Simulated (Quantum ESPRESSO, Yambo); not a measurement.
# SrTiO3 (Tausonite): G0W0 with Yambo, start to end, part 3 of 3

How does a plane-wave GW calculation on SrTiO3 (Tausonite) run from the first input to the gap?

Quantum ESPRESSO 7.5 and Yambo 5.3.0; PBE and many-body steps on it, plane waves. Known limits of the many-body steps: not at the basis limit; no spin-orbit coupling; coarse k mesh.

So far. Step 3 (Bands along the symmetry lines): The gap is 1.908 eV, as in the run before at this level. Step 4 (Empty states on the mesh, 4×4×4 mesh, 67 bands): On this mesh the gap is 1.908 eV.

## (6) Screening and self-energy, 4×4×4 mesh, 67 bands, screening to 95.2 eV

G0W0 replaces the xc potential by the self-energy, built once from these orbitals. Only a window of levels is corrected, while the sums run over the empty bands that the input names.

This step: G0W0 on PBE, plane waves, norm-conserving pseudopotentials.

Contents of gw1.in:

```
HF_and_locXC
gw0
dyson
ppa
em1d
rim_cut
RandQpts= 1000000
RandGvec= 1 RL
EXXRLvcs= 76 Ry
VXCRLvcs= 304 Ry
Chimod= "HARTREE"
% BndsRnXp
 1 | 67 |
%
NGsBlkXp= 7 Ry
% LongDrXp
 1 | 1 | 1 |
%
% GbndRnge
 1 | 67 |
%
DysSolver= "n"
ExtendOut
PPAPntXp= 27.21138 eV
% QPkrange
 10 | 10 | 19 | 22 |
 1 | 1 | 19 | 22 |
%
```

On the command line:

```console
OMP_NUM_THREADS=1 mpirun -n 8 yambo -F gw1.in -J gw1 -C gw1 > gw1.log
```

The program printed:

```text
 Yambo, version 5.3.0

 [02] CORE Variables Setup
 =========================

  [... cell, symmetries and grids as in the set-up ...]

  [02.05] Energies & Occupations
  ==============================

  [X] === General ===
  [X] Electronic Temperature                        :  0.000000  0.000000 [eV K]
  [X] Bosonic    Temperature                        :  0.000000  0.000000 [eV K]
  [X] Finite Temperature mode                       : no
  [X] El. density                                   :  0.67159E+24 [cm-3]
  [X] Fermi Level                                   :  10.04689 [eV]

  [X] === Gaps and Widths ===
  [X] Conduction Band Min                           :  1.907630 [eV]
  [X] Valence Band Max                              :  0.000000 [eV]
  [X] Filled Bands                                  :  20
  [X] Empty Bands                                   :   21   67
  [X] Direct Gap                                    :  2.262761 [eV]
  [X] Direct Gap localized at k                     :  1
  [X] Indirect Gap                                  :  1.907630 [eV]
  [X] Indirect Gap between kpts                     :  10   1
  [X] Last valence band width                       :  0.731990 [eV]
  [X] 1st conduction band width                     :  2.609046 [eV]

 [03] Transferred momenta grid and indexing
 ==========================================

 IBZ Q-points                                      :  10
 BZ  Q-points                                      :   64

 K/Q-points units:
 rlu = crystal or reduced units; cc = cartesian coordinates; iku = interal k-units

 Q [ 1]         [rlu]:  0.000000  0.000000  0.000000
 Q [ 2]         [rlu]:  0.000000  0.000000  0.250000
 Q [ 3]         [rlu]:  0.000000  0.000000 -0.500000
 Q [ 4]         [rlu]:  0.000000  0.250000  0.250000
 Q [ 5]         [rlu]:  0.000000  0.250000 -0.500000
 Q [ 6]         [rlu]:  0.000000 -0.500000 -0.500000
 Q [ 7]         [rlu]:  0.250000  0.250000  0.250000
 Q [ 8]         [rlu]:  0.250000  0.250000 -0.500000
 Q [ 9]         [rlu]:  0.250000 -0.500000 -0.500000
 Q [10]         [rlu]: -0.500000 -0.500000 -0.500000

 [04] Coloumb potential Random Integration (RIM)
 ===============================================

  [04.01] RIM initialization
  ==========================

  * Diagonal components only detected *

  8 x (sBL volume)        :  0.077143 [a.u.]
  sBZ random points       :  1000000
  Points outside the sBZ  :   7992674
  RL volume               :  0.617144 [a.u.]
  Integrated volume       :  0.617710 [a.u.]

  [04.02] RIM integrals
  =====================

  Gamma point sphere radius             :  0.077218 [a.u.]
  Points outside the sphere             :   799758
  [Int_sBZ(q=0) 1/q^2]*(Vol_sBZ)^(-1/3) =:  7.677921
                                 should be <:  7.795600

  Summary of Coulomb integrals for non-metallic bands |Q|[au] RIM/Bare

  Q [1] 0.100000E-4 0.984904 * Q [2] 0.212848 1.050352
  Q [4] 0.301012 1.048056 * Q [7] 0.368663 1.034451
  Q [3] 0.425695 1.019613 * Q [5] 0.475942 1.017752
  Q [8] 0.521368 1.015471 * Q [6] 0.602024 1.012155
  Q [9] 0.638543 1.010963 * Q [10] 0.737326 1.008585

 [05] Dipoles
 ============

  [05.01] Setup: observables and procedures
  =========================================

  [WARNING] [x,Vnl] slows the Dipoles computation. To neglect it rename the ns.kb_pp file

 [06] Dynamic Dielectric Matrix (PPA)
 ====================================

 [SLK-Inversion]  Pools        :  2
 [SLK-Inversion]  BLACS grid   :  2  2

 [WR./gw1//ndb.pp]---------------------------------------------------------------
  Brillouin Zone Q/K grids (IBZ/BZ)                :   10   64   10   64
  RL vectors                                       :   5743 [WF]
  Coulomb cutoff potential                         : none
  Electronic Temperature                           :  0.000000 [K]
  Bosonic    Temperature                           :  0.000000 [K]
  PPA    diel. fun.  energies                      : Perdew, Burke & Ernzerhof(X)+Perdew, Burke & Ernzerhof(C)
  wavefunctions                                    : Perdew, Burke & Ernzerhof(X)+Perdew, Burke & Ernzerhof(C)
  Global Gauge                                     : length
  X matrix size                                    :  147
  X band range                                     :    1   67
  X e/h energy range                               : -1.000000 -1.000000 [eV]
  X Time ordering                                  : R
  X Hxc Kernel                                     : HARTREE
  X Drude frequency                                :  0.000000  0.000000
  X poles                                          :  100.0000 [o/o]
  RL vectors in the sum                            :   5743
  [r,Vnl] included                                 : yes
  Field direction                                  :  0.577350E-5  0.577350E-5  0.577350E-5
  BZ energy Double Grid                            : no
  BZ energy DbGd points                            : 0
  BZ Q point size factor                           : -1.000000
  X Optical Averaged directions                    : none

 [07] Local Exchange-Correlation + Non-Local Fock
 ================================================

 [VXC] Plane waves :   36041
 [EXS] Plane waves :   4553

 QP @ state[ 1 ] K range:  1  1
 QP @ state[ 1 ] b range:  19  22
 QP @ state[ 2 ] K range:  10  10
 QP @ state[ 2 ] b range:  19  22

 [xc] Functional : Perdew, Burke & Ernzerhof(X)+Perdew, Burke & Ernzerhof(C)
 [xc] LIBXC used to calculate xc functional
  PP Number of Atomic Species                      :  3
  NLCC RL compoments                               :   36041
  PP Number of Atomic Species                      :  3
  NLCC RL compoments                               :   36041

 [xc] E_xc :  -22.32464 [Ha]
      E_xc :  -44.64928 [Ry]

  Local XC kind (lXC) : Perdew, Burke & Ernzerhof(X)+Perdew, Burke & Ernzerhof(C)
  Non-Local XC kind (nlXC) : Hartree-Fock

  Corrections @ K [1] :  [eV]
 <19|nlXC|19> = -25.25797  0.14870E-17 <19|lXC|19> = -20.54186 -0.70806E-16
 <20|nlXC|20> = -25.25793 -0.95436E-17 <20|lXC|20> = -20.54186  0.000000
 <21|nlXC|21> = -11.48496  0.11257E-17 <21|lXC|21> = -18.88300  0.000000
 <22|nlXC|22> = -11.48494 -0.54763E-18 <22|lXC|22> = -18.88300  0.000000

  Corrections @ K [10] :  [eV]
 <19|nlXC|19> = -25.09240 -0.13973E-17 <19|lXC|19> = -20.19482  0.75527E-15
 <20|nlXC|20> = -25.09238 -0.89606E-17 <20|lXC|20> = -20.19481  0.000000
 <21|nlXC|21> = -12.96588  0.83804E-20 <21|lXC|21> = -21.98333  0.18882E-15
 <22|nlXC|22> = -12.96588  0.58001E-18 <22|lXC|22> = -21.98331  0.000000

  [07.01] Hartree-Fock occupations report
  =======================================

  [Hartree-Fock] === General ===
  [Hartree-Fock] Electronic Temperature             :  0.000000  0.000000 [eV K]
  [Hartree-Fock] Bosonic    Temperature             :  0.000000  0.000000 [eV K]
  [Hartree-Fock] Finite Temperature mode            : no
  [Hartree-Fock] El. density                        :  0.67159E+24 [cm-3]
  [Hartree-Fock] Fermi Level                        :  10.04689 [eV]

  [Hartree-Fock] === Gaps and Widths ===
  [Hartree-Fock] Conduction Band Min                :  1.988996 [eV]
  [Hartree-Fock] Valence Band Max                   : -0.043408 [eV]
  [Hartree-Fock] Filled Bands                       :  20
  [Hartree-Fock] Empty Bands                        :   21   67
  [Hartree-Fock] Direct Gap                         :  2.584134 [eV]
  [Hartree-Fock] Direct Gap localized at k          :  2
  [Hartree-Fock] Indirect Gap                       :  2.032404 [eV]
  [Hartree-Fock] Indirect Gap between kpts          :   9   2
  [Hartree-Fock] Last valence band width            :  5.027791 [eV]
  [Hartree-Fock] 1st conduction band width          :  11.54514 [eV]

 [08] Dyson equation: Newton solver
 ==================================

  [08.01] G0W0 (W PPA)
  ====================

  [  GW  ] Bands range     :    1   67
  [GW/PPA] G damping       :  0.100000 [eV]

  QP @ state[ 1 ] K range:  1  1
  QP @ state[ 1 ] b range:  19  22
  QP @ state[ 2 ] K range:  10  10
  QP @ state[ 2 ] b range:  19  22

   Sc/G bands                                       :    1   67
   Sc/G damping                                     :  0.100000 ev
   Sc bands terminator                              : no
   Sx RL components                                 :   4553

   QP @ state[ 1 ] K range                          :  1  1
   QP @ state[ 1 ] b range                          :  19  22
   QP @ state[ 2 ] K range                          :  10  10
   QP @ state[ 2 ] b range                          :  19  22
   GF energies kind                                 : Perdew, Burke & Ernzerhof(X)+Perdew, Burke & Ernzerhof(C)
   GF WF`s kind                                     : Perdew, Burke & Ernzerhof(X)+Perdew, Burke & Ernzerhof(C)
   Xs energies kind                                 : Perdew, Burke & Ernzerhof(X)+Perdew, Burke & Ernzerhof(C)
   Xs WF`s kind                                     : Perdew, Burke & Ernzerhof(X)+Perdew, Burke & Ernzerhof(C)

 [11] Game Over & Game summary
```

Wall time 56 s (8 MPI ranks of AMD EPYC 7R43, shared host); peak memory 3.4 GiB; 7.2 min of CPU time.

Numbers from this step:

```yaml
g0w0_gap_on_the_points_computed: 3.537 eV
starting_gap_on_the_mesh: 1.908 eV
k_of_the_valence_top: -0.5, -0.5, -0.5
k_of_the_conduction_bottom: 0, 0, 0
least_direct_g0w0_gap_on_the_computed_points: 3.889 eV
z_at_the_valence_top: 0.7675
z_at_the_conduction_bottom: 0.7796
```

The gap on the mesh goes from 1.91 eV to 3.54 eV, a correction of +1.63 eV.

Limits: finite bands, cutoff and mesh; no spin-orbit coupling; coarse k mesh. v1 is the top filled band, c1 the lowest empty one. The levels before and after the correction (eV, zero at the valence-band top of each column):

```csv
,conduction bottom,valence top
Kohn-Sham,1.91,0.00
G0W0,3.54,0.00
```

```csv
,level,energy (eV)
Kohn-Sham,Γ v2-v1,-0.355
Kohn-Sham,Γ c1-c2,1.908
Kohn-Sham,(-0.5 -0.5 -0.5) v2-v1,0.000
Kohn-Sham,(-0.5 -0.5 -0.5) c1-c2,4.517
G0W0,Γ v2-v1,-0.352
G0W0,Γ c1-c2,3.537
G0W0,(-0.5 -0.5 -0.5) v2-v1,0.000
G0W0,(-0.5 -0.5 -0.5) c1-c2,6.449
```

## (7) Where the time went

Times are wall times on the hardware named with each run, good to a factor of about two.

```csv
step,time,share,memory (GiB)
ground state,15 s,16 %,0.63
bands along the symmetry lines,9 s,10 %,0.58
empty states on the mesh,7.3 s,8 %,0.54
conversion and set-up,5.8 s,6 %,0.25
screening and self-energy,56 s,60 %,3.4
```

## (8) Outcome

```
PBE gap              : 1.91 eV, indirect
G0W0 gap on the mesh : 3.54 eV
GW settings          : 4×4×4 mesh, 67 bands, screening to 95.2 eV, Godby-Needs plasmon pole
known limits         : not at the basis limit; no spin-orbit coupling; coarse k mesh
```

In words: G0W0 moves the gap on the mesh from 1.91 eV to 3.54 eV (+1.63 eV), with Z of 0.77 and 0.78 at the edges. Only 2 of the mesh's irreducible points were corrected, so a valley elsewhere could overtake. The dearest step here is «screening and self-energy». Against experiment, by G0W0@PBE: the direct gap of 3.89 eV lies +0.12 eV from the measured 3.77 eV (direct, 300 K, 2013). An exciton line or allowed optical edge lies below the quasiparticle gap by the binding energy; a forbidden edge can push the onset above it. The calculation has static nuclei and no excitons; a measured gap holds zero-point and thermal motion, which mostly lowers it. Bands and cutoff are finite, so the gap is not at the basis limit. The miss can reach some tenths of an eV and take either sign; the mesh is an error of its own. In the G0W0 run levels were corrected at 2 k points alone, so a gap called «on the mesh» is the least over those, and an edge elsewhere would be missed. The 4×4×4 mesh is coarse for this cell, which bears on the long-range parts of exchange and screening. This is the ideal cubic cell; many perovskites, halides above all, are cubic only on average, and local tilts or off-centring can widen the gap. The many-body steps are scalar-relativistic: spin-orbit coupling is not in them.

[Paths, hosts, dates, memory and timing lines, banners, echoed tables and standing remarks are left out of the program output.]

[Logs are printed without paths, hosts, clocks, repeated set-up lines and the standing remarks that a program may print on its own settings, such as how far it seeks lower states.]

[Runs of the session that timed out or met a known fault of the program may be left out.]

[Hosts, paths, dates, database ids (printed as entryN), source tags and the programs' standing remarks are cut or masked in the printed files.]
